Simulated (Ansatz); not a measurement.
# Cl-SiC-Cl chair monolayer in a perpendicular field

Wanted: the out-of-plane response of the Cl-SiC-Cl chair monolayer. A positive field points along +c.

Method: plane-wave DFT, PBE-D3(BJ), Ansatz PAW, in Ansatz 0.2.0.

### 1. Starting point

The cell holds 4 atoms: 2 Cl, 1 C and 1 Si. Its edges and angles: a = 3.086 Å, b = 3.086 Å, c = 22.533 Å, α = 90.0°, β = 90.0°, γ = 120.0°. Vacuum lies along c.

As a file:

```cif
data_structure
_symmetry_space_group_name_H-M 'P 1'
_symmetry_Int_Tables_number 1
_cell_length_a 3.0855
_cell_length_b 3.0855
_cell_length_c 22.5333
_cell_angle_alpha 90.000
_cell_angle_beta 90.000
_cell_angle_gamma 120.000
_cell_volume 185.78
loop_
_atom_site_label
_atom_site_type_symbol
_atom_site_fract_x
_atom_site_fract_y
_atom_site_fract_z
_atom_site_occupancy
Cl1 Cl 0.66667 0.33333 0.39941 1
C2 C 0.66667 0.33333 0.47840 1
Si3 Si 0.33333 0.66667 0.50607 1
Cl4 Cl 0.33333 0.66667 0.60059 1
```

### 2. Relaxation

The starting cell is a guess, so the in-plane lattice and the atoms are relaxed first, with the slab cut off from its images along the normal. The program lengthens the vector along the normal by itself, so c and the volume that it reports differ from the typed ones.

Contents of input.yaml:

```yaml
crystal:
  lattice:
    - [3.0855, 0.0, 0.0]
    - [-1.54275, 2.6721213834, 0.0]
    - [0.0, 0.0, 22.5333333333]
  atoms:
    - { symbol: Cl, position: [0.6666666667, 0.3333333333, 0.399408284] }
    - { symbol: C, position: [0.6666666667, 0.3333333333, 0.4784023669] }
    - { symbol: Si, position: [0.3333333333, 0.6666666667, 0.5060650888] }
    - { symbol: Cl, position: [0.3333333333, 0.6666666667, 0.600591716] }
  periodic: [true, true, false]
kpoints:
  mp_grid: { grid: [12, 12, 1] }
hamiltonian:
  xc: pbe
  dispersion: d3bj
scf:
  occupations: { method: fermi_dirac, width: 0.05 }
  convergence: { dr2_threshold: 1.0e-09 }
relax:
  f_tol: 0.004
  max_steps: 90
  cell: {}
output:
  write_potential: true
  write_density: true
  volumetric_format: npy
```

Started as:

```console
ansatz run input.yaml --threads 2 --pin off --max-ram 3072MiB --backend cpu --events-out ev --progress --plain --runs-dir out
```

Log:

```text
Warning: crystal.periodic: the lattice vector that does not repeat stood 0.000° off the slab's normal, 22.533 Å along it as the deck builds it. The run solves the slab on a vector along the normal, 32.867 Å long, with every atom where it was (on the deck's vector they left 18.00 Å outside them, and the widest stretch free of ions among them is 2.13 Å). A fractional position that the run reports is one of the run's ce [...]
Warning: relax.cell: scf.convergence.dr2_threshold = 1e-9 eV is looser than the 1.89377998457e-10 eV advised for a relaxation that steers and ends on the stress (1e-10 eV for each atom of the cell: 4, times the square of relax.cell.stress_2d_tol = 0.05 N/m over 14.5 Å (the atoms' height at the walk's start and 5 Å past either face), 3.440e-2 GPa, over a crystal's default 0.05). What an SCF threshold leaves in a stress goes as its square root, and in the free energy as the threshold itself, and one threshold admits the most on a small cell: [figures from the program's tests cut] Set scf.convergence.dr2_threshold to 1.89377998457e-10 eV or tighter. [rest of the remark cut]
crystal.periodic: the lattice vector that does not repeat stood 0.000° off the slab's normal, 22.533 Å along it as the deck builds it. The run solves the slab on a vector along the normal, 32.867 Å long, with every atom where it was (on the deck's vector they left 18.00 Å outside them, and the widest stretch free of ions among them is 2.13 Å). A fractional position that the run reports is one of the run's cell, which [...]
Engine: ansatz 0.2.0, x86_64-unknown-linux-gnu
Pseudopotentials: kind: paw
Pseudopotential: Cl, paw, valence charge 7, recommended cutoff 420 eV (normal), Cl.paw.azcp
Pseudopotential: C, paw, valence charge 4, recommended cutoff 420 eV (normal), C.paw.azcp
Pseudopotential: Si, paw, valence charge 4, recommended cutoff 420 eV (normal), Si.paw.azcp
Functional definition: PBE
  parameter kappa = 0.804
  parameter beta = 0.066725
  exchange = pbe_x(kappa = kappa, mu = beta*pi^2/3)
  correlation = pbe_c(beta = beta)
Crystal: 4 atoms, lattice volume = 270.980 Å³
Basis set: ecut = 420 eV, 5269 PW (Γ), exchange–correlation on 48×48×450 points (8 copies of the dense FFT grid, shifted against one another)
Bands: 15, of which v1, the nominal top of the filled ones, is band 11 counted from 1 (10 counted from 0)
Symmetry: 6 space group operations
Space group: P3m1 (ITA 156), of the structure as read, at distance tolerance 6.5e-5 Å
k-points: 19 of 144 (time reversal used)
Non-local potential: Cl, projectors of the file, l = 0: 2, l = 1: 2, l = 2: 2
Non-local potential: C, projectors of the file, l = 0: 2, l = 1: 2, l = 2: 1
Non-local potential: Si, projectors of the file, l = 0: 2, l = 1: 2, l = 2: 2
PAW form: soft (Blöchl's): semilocal exchange-correlation on the pseudo side does not see the compensation charge
PAW one-centre angular grid: Cl, 110 points (default); XC on 64 Gauss nodes
PAW one-centre angular grid: C, 110 points (default); XC on 64 Gauss nodes
PAW one-centre angular grid: Si, 110 points (default); XC on 64 Gauss nodes
Initial density: superposition of atomic densities (neutral atoms: chi_scale 0, normalization atom), corrected by the library's trained network
Initial wavefunctions: pseudopotential atomic-orbital guess
Functional: x = pbe(κ = 0.804, μ = 0.219515), c = pbe(β = 0.066725)
SCF iter   1: F=—  HF=-3047.169854 eV  |F-HF|=—  |Δ(HF+E_count)|=         —  Δρ=2.10e-3  dr2=8.70e-2  ethr=1.77e-3  ⟨swp⟩=14.0  Hψ=3094  notcnv=0
preconditioner: auto → Resta (q_TF=auto, 1.795 Å⁻¹)  ε∞=1.8  [insulator: Δε(μ)=1.732 eV  Ē_g=11.566 eV  σ=0.050 eV  W_gap=1.00  n_scr=18 (ndim 8)  ℏωp=10.6 eV  f_vac=0.746  D(μ)=0.00/eV (n_scr^D=0)  ε∞_Penn≈1.8  vacuum switching on, ρ_ref=9.7e-3 e/Å³]
SCF iter   2: F=—  HF=-3047.167380 eV  |F-HF|=—  |Δ(HF+E_count)|=   2.47e-3  Δρ=2.41e-3  dr2=8.24e-2  ethr=3.95e-4  ⟨swp⟩=4.9  Hψ=806  notcnv=0
SCF iter   3: F=—  HF=-3047.156548 eV  |F-HF|=—  |Δ(HF+E_count)|=   1.08e-2  Δρ=8.89e-4  dr2=2.65e-3  ethr=3.75e-4  ⟨swp⟩=3.3  Hψ=477  notcnv=0
SCF iter   4: F=—  HF=-3047.157160 eV  |F-HF|=—  |Δ(HF+E_count)|=   6.13e-4  Δρ=2.64e-4  dr2=3.55e-4  ethr=1.21e-5  ⟨swp⟩=3.6  Hψ=893  notcnv=0
SCF iter   5: F=—  HF=-3047.157154 eV  |F-HF|=—  |Δ(HF+E_count)|=   6.84e-6  Δρ=9.48e-5  dr2=5.98e-5  ethr=1.61e-6  ⟨swp⟩=3.1  Hψ=564  notcnv=0
SCF iter   6: F=—  HF=-3047.157146 eV  |F-HF|=—  |Δ(HF+E_count)|=   7.36e-6  Δρ=4.25e-5  dr2=1.10e-5  ethr=2.72e-7  ⟨swp⟩=3.1  Hψ=557  notcnv=0
SCF iter   7: F=—  HF=-3047.157140 eV  |F-HF|=—  |Δ(HF+E_count)|=   6.04e-6  Δρ=1.55e-5  dr2=8.80e-7  ethr=5.01e-8  ⟨swp⟩=2.7  Hψ=513  notcnv=0
SCF iter   8: F=—  HF=-3047.157122 eV  |F-HF|=—  |Δ(HF+E_count)|=   1.82e-5  Δρ=4.15e-6  dr2=5.63e-8  ethr=4.00e-9  ⟨swp⟩=2.8  Hψ=570  notcnv=0
SCF iter   9: F=—  HF=-3047.157122 eV  |F-HF|=—  |Δ(HF+E_count)|=   4.19e-8  Δρ=8.19e-7  dr2=1.81e-9  ethr=2.56e-10  ⟨swp⟩=3.2  Hψ=619  notcnv=0
SCF iter  10: F=-3047.157122 eV  HF=-3047.157122 eV  |F-HF|=1.31e-10  |Δ(HF+E_count)|=   1.54e-9  Δρ=2.01e-7  dr2=5.47e-11  ethr=4.55e-12  ⟨swp⟩=11.6  Hψ=2410  notcnv=0
SCF 1 converged in 10 iterations: F = -3047.157122 eV  dr2 = 5.47e-11
  greatest PAW one-centre occupation: 0.913 electrons in one spin orbital (limit 2), on the Cl atom at site 3 (counted from 0), in its partial waves of l = 0
relax step   1: F+E_penalty+E_count = -3047.15712192 eV  Δ(F+E_penalty+E_count) = +0.000e0 eV  max|allowed force component| = 1.678e0 eV/Å  Δτ_max = 0.0000 Å  P = +11.222 N/m  Ω = 270.980 Å³  fix = [c, alpha, beta]  reactions: c +0.000 N/m  (10 SCF iters, accepted)
Crystal: 4 atoms, lattice volume = 297.917 Å³
Basis set: ecut = 420 eV, 5965 PW (Γ), exchange–correlation on 48×48×450 points (8 copies of the dense FFT grid, shifted against one another)
Initial density: handed on by an earlier stage of this run
Initial wavefunctions: those handed on with the density
iter 1 solved again at ethr=1.52e-3 eV; its pass at ethr=3.10e-3 eV (dr2=3.34e-1 eV) is discarded
SCF iter   1: F=—  HF=-3047.575993 eV  |F-HF|=—  |Δ(HF+E_count)|=         —  Δρ=9.94e-3  dr2=3.34e-1  ethr=1.52e-3  ⟨swp⟩=1.2  Hψ=2966  notcnv=0
preconditioner: auto → Resta (q_TF=auto, 1.767 Å⁻¹)  ε∞=1.8  [insulator: Δε(μ)=2.276 eV  Ē_g=11.626 eV  σ=0.050 eV  W_gap=1.00  n_scr=18 (ndim 8)  ℏωp=10.1 eV  f_vac=0.760  D(μ)=0.00/eV (n_scr^D=0)  ε∞_Penn≈1.8  vacuum switching on, ρ_ref=9.8e-3 e/Å³]
SCF iter   2: F=—  HF=-3047.482898 eV  |F-HF|=—  |Δ(HF+E_count)|=   9.31e-2  Δρ=4.07e-3  dr2=2.86e-2  ethr=1.52e-3  ⟨swp⟩=3.9  Hψ=710  notcnv=0
[...]
SCF iter  10: F=-3047.545554 eV  HF=-3047.545554 eV  |F-HF|=5.46e-12  |Δ(HF+E_count)|=   1.11e-9  Δρ=2.11e-7  dr2=1.07e-10  ethr=4.55e-12  ⟨swp⟩=10.8  Hψ=2220  notcnv=0
SCF 3 converged in 10 iterations: F = -3047.545554 eV  dr2 = 1.07e-10
relax step   3: F+E_penalty+E_count = -3047.54555384 eV  Δ(F+E_penalty+E_count) = -6.820e-2 eV  max|allowed force component| = 2.734e-1 eV/Å  Δτ_max = 0.0490 Å  P = +0.529 N/m  Ω = 298.487 Å³  energy of the carried Pulay correction = -3.968e-3 eV  fix = [c, alpha, beta]  reactions: c +0.000 N/m  (10 SCF iters, accepted)
[...]
relax step   4: F+E_penalty+E_count = -3047.54824884 eV  Δ(F+E_penalty+E_count) = -2.695e-3 eV  max|allowed force component| = 6.136e-2 eV/Å  Δτ_max = 0.0101 Å  P = +0.095 N/m  Ω = 299.756 Å³  energy of the carried Pulay correction = -4.142e-3 eV  fix = [c, alpha, beta]  reactions: c +0.000 N/m  (8 SCF iters, accepted)
[...]
relax step   5: F+E_penalty+E_count = -3047.54830579 eV  Δ(F+E_penalty+E_count) = -5.694e-5 eV  max|allowed force component| = 4.220e-2 eV/Å  Δτ_max = 0.0015 Å  P = +0.014 N/m  Ω = 300.087 Å³  energy of the carried Pulay correction = -4.187e-3 eV  fix = [c, alpha, beta]  reactions: c +0.000 N/m  (7 SCF iters, accepted)
[...]
relax step   6: F+E_penalty+E_count = -3047.54836179 eV  Δ(F+E_penalty+E_count) = -5.601e-5 eV  max|allowed force component| = 2.219e-3 eV/Å  Δτ_max = 0.0011 Å  P = -0.003 N/m  Ω = 300.145 Å³  energy of the carried Pulay correction = -4.195e-3 eV  fix = [c, alpha, beta]  reactions: c -0.000 N/m  (7 SCF iters, accepted)
[...]
relax step   7: F+E_penalty+E_count = -3047.55625831 eV  Δ(F+E_penalty+E_count) = -7.897e-3 eV  max|allowed force component| = 2.001e-3 eV/Å  Δτ_max = 0.0000 Å  P = +0.143 N/m  Ω = 300.145 Å³  fix = [c, alpha, beta]  reactions: c +0.000 N/m  stress off target by 1.43e-1 N/m on what of the cell is left free  SCF on the basis re-selected at this cell (its energy is not comparable with the rows above)  (8 SCF iters)
[...]
relax step   8: F+E_penalty+E_count = -3047.55626933 eV  Δ(F+E_penalty+E_count) = -1.102e-5 eV  max|allowed force component| = 6.958e-3 eV/Å  Δτ_max = 0.0003 Å  P = +0.032 N/m  Ω = 300.537 Å³  energy of the carried Pulay correction = -5.138e-5 eV  fix = [c, alpha, beta]  reactions: c +0.000 N/m  (7 SCF iters, accepted)
[...]
relax step   9: F+E_penalty+E_count = -3047.55626070 eV  Δ(F+E_penalty+E_count) = +8.630e-6 eV  max|allowed force component| = 7.589e-5 eV/Å  Δτ_max = 0.0002 Å  P = +0.001 N/m  Ω = 300.635 Å³  energy of the carried Pulay correction = -6.435e-5 eV  fix = [c, alpha, beta]  reactions: c +0.000 N/m  (6 SCF iters, accepted)
iter 1 solved again at ethr=2.54e-6 eV; its pass at ethr=3.10e-3 eV (dr2=5.59e-4 eV) is discarded
SCF iter   1: F=—  HF=-3047.556349 eV  |F-HF|=—  |Δ(HF+E_count)|=         —  Δρ=5.27e-6  dr2=4.91e-8  ethr=2.54e-6  ⟨swp⟩=4.6  Hψ=4076  notcnv=0
eigensolver tolerance schedule: the retry pair's looser diagonalisation over-reported the residual by 11378.44 of it (diagonalisation noise at an unbounded share of the residual, at the tolerance the schedule requests for it); recorded, not acted on — ethr = c·dr2/N_el stays at c = 1.0e-1
preconditioner: auto → Resta (q_TF=auto, 1.765 Å⁻¹)  ε∞=1.8  [insulator: Δε(μ)=2.238 eV  Ē_g=11.437 eV  σ=0.050 eV  W_gap=1.00  n_scr=18 (ndim 8)  ℏωp=10.0 eV  f_vac=0.754  D(μ)=0.00/eV (n_scr^D=0)  ε∞_Penn≈1.8  vacuum switching on, ρ_ref=9.5e-3 e/Å³]
SCF iter   2: F=—  HF=-3047.556322 eV  |F-HF|=—  |Δ(HF+E_count)|=   2.71e-5  Δρ=3.05e-6  dr2=3.54e-8  ethr=2.23e-10  ⟨swp⟩=5.5  Hψ=1101  notcnv=0
SCF iter   3: F=—  HF=-3047.556322 eV  |F-HF|=—  |Δ(HF+E_count)|=   6.13e-7  Δρ=1.96e-6  dr2=7.70e-9  ethr=1.61e-10  ⟨swp⟩=2.0  Hψ=371  notcnv=0
SCF iter   4: F=—  HF=-3047.556323 eV  |F-HF|=—  |Δ(HF+E_count)|=   1.11e-6  Δρ=1.22e-6  dr2=2.56e-9  ethr=3.50e-11  ⟨swp⟩=2.4  Hψ=480  notcnv=0
SCF iter   5: F=-3047.556325 eV  HF=-3047.556325 eV  |F-HF|=1.09e-7  |Δ(HF+E_count)|=   1.52e-6  Δρ=2.35e-7  dr2=1.96e-10  ethr=4.55e-12  ⟨swp⟩=15.8  Hψ=2746  notcnv=0
SCF 10 converged in 5 iterations: F = -3047.556325 eV  dr2 = 1.96e-10
relax step  10: F+E_penalty+E_count = -3047.55632491 eV  Δ(F+E_penalty+E_count) = -6.422e-5 eV  max|allowed force component| = 9.571e-5 eV/Å  Δτ_max = 0.0000 Å  P = +0.001 N/m  Ω = 300.635 Å³  fix = [c, alpha, beta]  reactions: c +0.000 N/m  stress off target by 1.18e-3 N/m on what of the cell is left free  SCF on the basis re-selected at this cell (its energy is not comparable with the rows above)  (5 SCF iters)
basis re-selected at this cell: Δ(F+E_penalty+E_count) = -6.422e-5 eV, ΔP = +0.000 N/m vs the last step (what re-selecting the basis moved, of the pressure what is left beyond the Pulay correction that the steps carried, after the strain that the cell walked since its last selection, with what the two solves' SCF thresholds leave and, on support functions, any second-order correction that the steps lacked; it is no m [...]
WARN: The input density's exchange-correlation potential varies sharply where the density is thin. Do not read a vacuum level from v_tot or v_xc, or from such a field of the output density. On a cell that repeats whose density bears no net charge and no dipole along the vacuum's axis use v_es (v_loc + v_h of the components); under efield.dipole_correction with no amplitude use v_es + v_field, which holds any external [...]
SCF converged after 5 iterations
Free energy (F): -3047.556325 eV
Harris-Foulkes:  -3047.556325 eV  (|F-HF|=1.09e-7)
Internal energy: -3047.556325 eV  (E = F + TS)
E sigma→0 (E₀):  -3047.556325 eV
Fermi energy:    -4.371359 eV
--- Per-component energies (eV) ---
  E_band       = -269.963809
  E_kinetic    = 453.881736
  E_local      = -29745.269367  (includes V_loc(G=0)·N_el)
  E_nonlocal   = 108.326868
  E_hartree    = 14632.996826
  E_xc         = -317.787375
  E_vxc        = -350.835351  (∫ρ·V_xc dr)
  E_paw        = -1929.894941  (= ΣΔE_a)
  E_vpaw       = -2.061671  (= ΣTr[D̂ρ^β])
  E_aug_tail   = 0.000193  (compensation charges beyond the density's cutoff)
  E_ewald      = 13750.943957
  E_disp       = -0.754222  (pairwise vdW)
  E_smearing   = -0.000000  (= −TS)
  E_closure    = -0.000000  (closes the sum)
  Σ components = -3047.556325   (vs F -3047.556325, Δ=0.00e0)
--- Forces (eV/Å), atoms counted from 1 ---
  atom   1  Cl    -0.00000000    -0.00000000    -0.00002195
  atom   2  C      0.00000000     0.00000000    -0.00006377
  atom   3  Si    -0.00000000    -0.00000000     0.00009309
  atom   4  Cl     0.00000000     0.00000000    -0.00001785
  max |Σ_I F_I| component: 1.05e-5 eV/Å
--- 2D stress c σ (N/m, compression-positive) ---
        0.001183       0.000000      -0.000000
        0.000000       0.001183       0.000000
       -0.000000       0.000000       0.000000
  P = ½ c Tr σ = 0.0012 N/m
--- Band table (eV; the first three rows and the last of 19) ---
  k-point 0: bands = [... 7 lower, -6.7791, -6.7791, -5.5154, -5.5154, -3.2776, -2.3491, -0.5354, -0.0389]
  k-point 1: bands = [... 7 lower, -7.0568, -6.8331, -5.8326, -5.5787, -3.0687, -2.0584, -0.4683, -0.0641]
  k-point 2: bands = [... 7 lower, -7.7199, -6.9786, -6.5852, -5.7421, -2.7676, -1.6916, -0.3007, 0.0652]
  k-point 18: bands = [... 7 lower, -9.3747, -8.7712, -8.1082, -8.0143, -1.5510, -0.4772, -0.0474, 1.5486]
--- Relaxed structure (8 steps of the walk, 8 accepted, 2 SCFs on fresh bases) ---
  F+E_penalty+E_count = -3047.55632491 eV   max|allowed force component| = 9.571e-5 eV/Å   (the final SCF, on the basis selected at the relaxed cell)
  cell:  # Å, volume = 300.6352 Å³
    - [3.249950, 0.0, 0]
    - [-1.624975, 2.814540, 0]
    - [0, 0, 32.866667]
  atoms:
    - { symbol: Cl, position: [0.666667, 0.333333, 0.274502] }
    - { symbol: C, position: [0.666667, 0.333333, 0.330208] }
    - { symbol: Si, position: [0.333333, 0.666667, 0.346868] }
    - { symbol: Cl, position: [0.333333, 0.666667, 0.408969] }
```

Elapsed: 42 s, on 2 threads of Intel Xeon Platinum 8488C (Sapphire Rapids), shared host; peak memory 0.57 GiB.

Reading the cycles: dr2 is the Hartree energy of the density residual (eV), the measure of convergence; HF is the Harris–Foulkes estimate of the energy, which meets the free energy F at convergence.

Step by step:

```
step  energy less that of the first step (eV)  largest force component (eV/Å)  volume (Å³)
   1                                   0.0000                          1.6779       270.98
   2                                  -0.3202                          1.3493       297.92
   3                                  -0.3884                          0.2734       298.49
   4                                  -0.3911                          0.0614       299.76
   5                                  -0.3912                          0.0422       300.09
   6                                  -0.3912                          0.0022       300.14
  7*                                  -0.3991                          0.0020       300.14
   8                                  -0.3991                          0.0070       300.54
   9                                  -0.3991                          0.0001       300.64
 10*                                  -0.3992                          0.0001       300.64
```

Relaxation steps marked * repeat the geometry before them on a plane-wave basis chosen anew for their cell, so energy and pressure can jump there.

The run keeps the 6 symmetry operations that the program found, so distortions that break them were not tested.

```
cell as run  before  after  change
      a (Å)   3.086  3.250  +5.3 %
      b (Å)   3.086  3.250  +5.3 %
```

The atoms that moved most (Å, along periodic axes as changes of fractional coordinates times the final cell, across vacuum about the mean position):

| atom | dx | dy | dz | length |
| --- | --- | --- | --- | --- |
| Cl4 | 0.000 | 0.000 | -0.092 | 0.092 |
| C2 | 0.000 | 0.000 | 0.073 | 0.073 |
| Cl1 | 0.000 | 0.000 | 0.022 | 0.022 |

Final coordinates:

```xyz
4
Lattice="3.2500 0.0000 0.0000 -1.6250 2.8145 0.0000 0.0000 0.0000 32.8667" Properties=species:S:1:pos:R:3
Cl    1.6250    0.9382    9.0220
C     1.6250    0.9382   10.8529
Si    0.0000    1.8764   11.4004
Cl    0.0000    1.8764   13.4414
```

Numbers from this step:

```yaml
gap_on_the_k_mesh: 2.238 eV
```

The lattice constant a goes from 3.086 to 3.250 Å.

(Part 1 of 3 ends here.)

[Long decimals in the printed logs are rounded to 6 places.]

[Logs are printed without paths, hosts, clocks, repeated set-up lines and the standing remarks that a program may print on its own settings, such as how far it seeks lower states.]

[Hosts, paths, dates, database ids (printed as entryN), source tags and the programs' standing remarks are cut or masked in the printed files.]

[Maps of the electrostatic potential energy from Ansatz leave out the sawtooth potential of an applied field or a dipole correction, so their vacuum need not be flat; planar profiles and work functions include it.]
